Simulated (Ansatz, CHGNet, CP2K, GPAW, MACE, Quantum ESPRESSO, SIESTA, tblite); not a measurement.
# tblite runs on random packing of Na51Sb49 (at. %) (68 atoms)

Wanted: tblite inputs and outputs for random packing of Na51Sb49 (at. %) (68 atoms), checked against a plane-wave reference.

Main program and level: tblite 0.8.0; the method is named at each step.

### 1. Set-up

The cell holds 68 atoms: 35 Na and 33 Sb. Its edges and angles: a = 12.652 Å, b = 12.652 Å, c = 12.652 Å, α = 90.0°, β = 90.0°, γ = 90.0°. 68 atoms (35 Na, 33 Sb) packed at random in a cube at 3.95 g/cm³ and pushed apart as soft spheres; a start for melting by ab initio MD, not an equilibrated structure. Then every atom was moved at random, 0.03 Å r.m.s. a Cartesian component.

The yardstick, on the same geometry:

```
method                 : Kohn-Sham DFT, PBE, PAW, plane waves (Ansatz 0.2.0); cutoff 420 eV, Γ point, fermi-dirac smearing of 0.05 eV; PAW set soft_2
r.m.s. force component : 0.723 eV/Å
longest force          : 3.322 eV/Å
pressure               : 4.538 GPa
SCF cycles             : 11
time                   : 46 s on 4 threads of Arm Neoverse V1, shared host
CPU time               : 3 min
```

### 2. GFN1-xTB

Method: GFN1-xTB tight binding, diagonalisation.

run.py reads:

```python
import numpy as np
from ase.io import read
from tblite.ase import TBLite

atoms = read("structure.xyz")
atoms.calc = TBLite(method="GFN1-xTB", electronic_temperature=580, accuracy=1.0, max_iterations=250, mixer_damping=0.1, verbosity=1)
energy = atoms.get_potential_energy()
forces = atoms.get_forces()
print(f"energy {energy:.6f} eV")
print("forces (eV/A)")
for i, (a, f) in enumerate(zip(atoms, forces)):
    print(f"{i:4d} {a.symbol:2s} {f[0]:10.5f} {f[1]:10.5f} {f[2]:10.5f}")
stress = -atoms.get_stress(voigt=False) * 160.21766
print("stress (GPa, compression positive)")
for row in stress:
    print(" ".join(f"{x:10.4f}" for x in row))
print("charges (e)")
print(np.array2string(atoms.get_charges(), precision=4, suppress_small=True, max_line_width=110, threshold=100000))
```

structure.xyz reads:

```xyz
68
Lattice="12.65230 0.00000 0.00000 0.00000 12.65230 0.00000 0.00000 0.00000 12.65230" Properties=species:S:1:pos:R:3 pbc="T T T"
Na 7.55469 0.71359 12.36535
Na 11.62202 1.73779 8.82194
Na 11.46260 8.30054 4.74221
Na 1.87393 1.20602 11.38505
Na 9.13724 6.08386 0.67905
Na 7.31290 6.30742 5.70948
Na 8.29700 11.77954 9.79389
Na 12.63408 12.26058 6.77948
Na 6.39232 7.63288 12.32435
Na 1.21437 9.71254 3.46496
Na 4.10732 9.82160 1.79789
Na 10.94690 9.59184 8.93872
Na 8.87508 11.83420 2.02007
Na 6.53365 3.25607 11.05356
Na 3.48330 3.88818 11.38985
Na 11.64935 2.06410 4.16084
Na 4.81913 7.06846 9.41989
Na 1.93504 10.31820 8.07723
Na 6.00605 2.40710 3.71370
Na 10.09869 4.17197 9.67496
Na 2.65471 6.72040 12.29348
Na 3.94613 9.27603 11.26232
Na 0.97005 8.59104 10.50052
Na 10.91590 11.32330 4.33607
Na 8.25575 8.04307 8.29928
Na 5.99896 11.79953 3.26986
Na 3.76419 0.63717 4.77245
Na 8.93252 1.06823 5.28094
Na 10.90363 3.39271 1.13694
Na 12.05207 6.67750 1.23132
Na 10.88110 6.91587 10.98080
Na 4.23877 12.11508 12.43316
Na 11.86406 5.23552 4.38681
Na 5.22426 5.55879 2.28323
Na 2.21023 5.80247 2.93862
Sb 0.91033 6.63461 6.46444
Sb 5.59687 1.28408 6.94877
Sb 3.56428 8.13467 4.34455
Sb 8.95758 9.50618 5.72656
Sb 4.76410 10.61541 5.69619
Sb 11.69908 12.04790 10.77154
Sb 12.37155 9.61423 0.94728
Sb 8.52335 2.72417 7.68146
Sb 0.99080 12.58803 4.01748
Sb 4.44551 2.94546 8.76842
Sb 10.20180 4.81547 6.83629
Sb 10.17789 1.64758 11.38821
Sb 7.72474 5.91077 10.29695
Sb 9.44545 8.96061 2.54615
Sb 8.19198 9.96584 12.18214
Sb 2.10382 1.05533 1.82750
Sb 1.50752 11.01066 12.17101
Sb 11.60874 12.24186 0.77331
Sb 12.38711 3.20394 11.24929
Sb 9.69925 11.70439 7.20789
Sb 9.28363 3.89185 3.62084
[... 8 atom lines left out ...]
Sb 0.78710 3.04756 6.39624
Sb 6.60754 8.32686 2.56994
Sb 5.21047 2.18062 0.83012
Sb 2.87637 0.39943 8.67252
```

Run with:

```
> OMP_NUM_THREADS=1 python run.py > output.txt
```

Log:

```text
------------------------------------------------------------
  cycle        total energy    energy error   density error
------------------------------------------------------------
      1     -93.52828900813  -9.3325065E+01   4.4335935E-01
      2     -93.51936697846   8.9220297E-03   3.8058548E-01
      3     -93.67734631775  -1.5797934E-01   3.5116428E-01
      4     -93.53431749636   1.4302882E-01   2.3075294E-01
      5     -94.36272785995  -8.2841036E-01   8.1876560E-02
      6     -94.59351868584  -2.3079083E-01   4.2973457E-02
      7     -94.63000501719  -3.6486331E-02   3.0943073E-02
      8     -94.63416779232  -4.1627751E-03   2.0982381E-02
      9     -94.64007331926  -5.9055269E-03   9.0685243E-03
     10     -94.64149877439  -1.4254551E-03   5.6097028E-03
     11     -94.64173033399  -2.3155960E-04   4.8307782E-03
     12     -94.64189394527  -1.6361128E-04   2.9487346E-03
     13     -94.64193532577  -4.1380500E-05   1.8400803E-03
     14     -94.64195716898  -2.1843201E-05   1.3335347E-03
     15     -94.64195510340   2.0655768E-06   9.1285078E-04
     16     -94.64196642810  -1.1324701E-05   3.7973107E-04
     17     -94.64197183507  -5.4069718E-06   1.5606106E-04
     18     -94.64197205618  -2.2110586E-07   1.2146276E-04
     19     -94.64197208090  -2.4723946E-08   6.3227606E-05
     20     -94.64197218343  -1.0252651E-07   2.3328666E-05
     21     -94.64197219569  -1.2266156E-08   1.3646388E-05
------------------------------------------------------------
 total:                                   3.903 sec
energy -2575.339240 eV
forces (eV/A)
   0 Na    0.08025   -0.24040    0.11946
   1 Na    0.13099    0.04449   -0.68989
   2 Na    0.04100   -0.37892    0.31029
   3 Na   -0.33001   -0.13554   -0.03463
   4 Na   -0.53516    0.24550    0.33310
   5 Na    0.09057   -0.22719   -0.37389
   6 Na    0.22245    0.23023    0.09045
   7 Na    0.44403    0.46792    0.32320
   8 Na    0.08909   -0.05029    0.04600
   9 Na    0.15885    0.02629    0.06208
  10 Na   -0.17522   -0.11406    0.20637
  11 Na   -0.11910    0.31622    0.02510
  12 Na    0.10651   -0.17365   -0.22402
  13 Na    0.26176    0.15384   -0.50984
  14 Na   -0.17387   -0.13268   -0.00904
  15 Na    0.15578    0.13478   -0.04836
  16 Na    0.05079   -0.32958   -0.25346
  17 Na    0.42233   -0.23035   -0.29775
  18 Na    0.25443    0.12935    0.38711
  19 Na   -0.04831    0.31732    0.01879
  20 Na   -0.18864   -0.37727    0.05485
  21 Na    0.12877    0.35742   -0.21741
  22 Na   -0.34069   -0.09767   -0.13007
  23 Na   -0.11903   -0.04297   -0.44286
[...]
60 Sb    2.07478    0.42280   -0.68122
  61 Sb    0.24987    1.05310    1.00544
  62 Sb   -0.06822    0.32750   -1.17052
  63 Sb    2.71726    1.84916    1.41043
  64 Sb   -0.25495    0.73971    0.63239
  65 Sb    0.27734    0.22108    0.09323
  66 Sb   -0.49922   -0.22640    0.68912
  67 Sb    0.17680    0.54467   -0.79451
stress (GPa, compression positive)
   -2.2380     0.5713     0.0415
    0.5713    -1.2100    -0.1396
    0.0415    -0.1396    -1.8996
charges (e)
[ 0.1864  0.2317  0.169   0.2183  0.1751  0.2421  0.1763  0.2015  0.1224  0.1689  0.1549  0.1716  0.1576
  0.2116  0.196   0.2058  0.1516  0.1532  0.2213  0.2186  0.0927  0.0739  0.1263  0.189   0.2059  0.1801
  0.2058  0.1717  0.2086  0.1213  0.1964  0.1604  0.1663  0.1884  0.1448 -0.1669 -0.0978 -0.2043 -0.1761
 -0.1376 -0.1412 -0.1987 -0.1592 -0.2644 -0.1211 -0.1341 -0.186  -0.3173 -0.2083 -0.2963 -0.1251 -0.194
 -0.0741 -0.1651 -0.2516 -0.2621 -0.2161 -0.1961 -0.1568 -0.1374 -0.1056 -0.2179 -0.2443 -0.0788 -0.1921
 -0.2362 -0.2858 -0.2175]
```

Wall time 4.5 s (1 thread of Arm Neoverse V1, shared host); peak memory 0.15 GiB.

Banners, paths, timers and routine set-up lines are dropped from the logs unmarked, and long logs keep their key lines alone; longer cuts are marked.

Numbers from this run, and their distance from the reference:

```yaml
r_m_s_force_component: 0.6596 eV/Å
r_m_s_difference_of_force_components: 294.9 meV/Å
longest_difference_of_force_vectors: 1608 meV/Å
force_difference_over_r_m_s_force: 40.78 %
slope_of_forces_against_the_reference_s: 0.8331
correlation_of_force_components: 0.9131
pressure: -1.782 GPa
pressure_difference: -6.321 GPa
```

Length of the force difference by element (eV/Å):

| element | atoms | mean | most |
| --- | --- | --- | --- |
| Na | 35 | 0.31 | 0.53 |
| Sb | 33 | 0.58 | 1.6 |

A closer look about Sb48, whose charge lies farthest from its element's mean: 9 atoms, nearest first, numbered in the order of the input, with positions taken from that point.

| atom | x | y | z | distance (Å) | Mulliken charge (e) | Fx | Fy | Fz (eV/Å) |
| --- | --- | --- | --- | --- | --- | --- | --- | --- |
| Sb48 | 0.00 | 0.00 | 0.00 | 0.00 | -0.32 | -0.04 | -0.05 | 0.32 |
| Sb61 | -1.44 | -1.11 | -2.20 | 2.86 | -0.11 | 2.07 | 0.42 | -0.68 |
| Na25 | 0.53 | 2.13 | -2.00 | 2.97 | 0.21 | 0.22 | -0.01 | -0.06 |
| Na9 | -1.33 | 1.72 | 2.03 | 2.98 | 0.12 | 0.09 | -0.05 | 0.05 |
| Na14 | -1.19 | -2.65 | 0.76 | 3.01 | 0.21 | 0.26 | 0.15 | -0.51 |
| Na20 | 2.37 | -1.74 | -0.62 | 3.01 | 0.22 | -0.05 | 0.32 | 0.02 |
| Na17 | -2.91 | 1.16 | -0.88 | 3.25 | 0.15 | 0.05 | -0.33 | -0.25 |
| Na5 | 1.41 | 0.17 | 3.03 | 3.35 | 0.18 | -0.54 | 0.25 | 0.33 |
| Na31 | 3.16 | 1.01 | 0.68 | 3.38 | 0.20 | -0.17 | 0.03 | -0.08 |

Atoms are counted from 1 here, from 0 in the log.

Forces lie 41 % from the reference's, at 0.026 times its CPU time (on 1 against 4 cores).

### 3. Results

| Property | Result |
| --- | --- |
| force difference from the reference | tblite GFN1-xTB, 41 % |
| its CPU time | 4.5 s |

What this shows: Tight binding differs by 41 % (tblite GFN1-xTB); it is another model, with fitted parameters of its own, and the xTB methods hold dispersion. One electronic-structure run takes under half the reference's CPU time: tblite GFN1-xTB, at 41 % in 4.5 s against 3 min; its pressure misses by -6.3 GPa. Periodic xTB results under one method name differ between programs and library versions. The reference's pressure of 4.5 GPa belongs to a cell and atoms that aren't relaxed at this level. The electronic-structure runs sample only Γ, in a cell whose shortest periodic width is 13 Å, which is coarse for a cell with partly filled levels. Spin–orbit coupling is left out, which matters for the levels of the heavy elements.

[Also dropped from logs without a mark: logging warnings of Python, and SIESTA's first energy breakdown and zero terms.]

[Logs are printed without paths, hosts, clocks, repeated set-up lines and the standing remarks that a program may print on its own settings, such as how far it seeks lower states.]

[Hosts, paths, dates, database ids (printed as entryN), source tags and the programs' standing remarks are cut or masked in the printed files.]
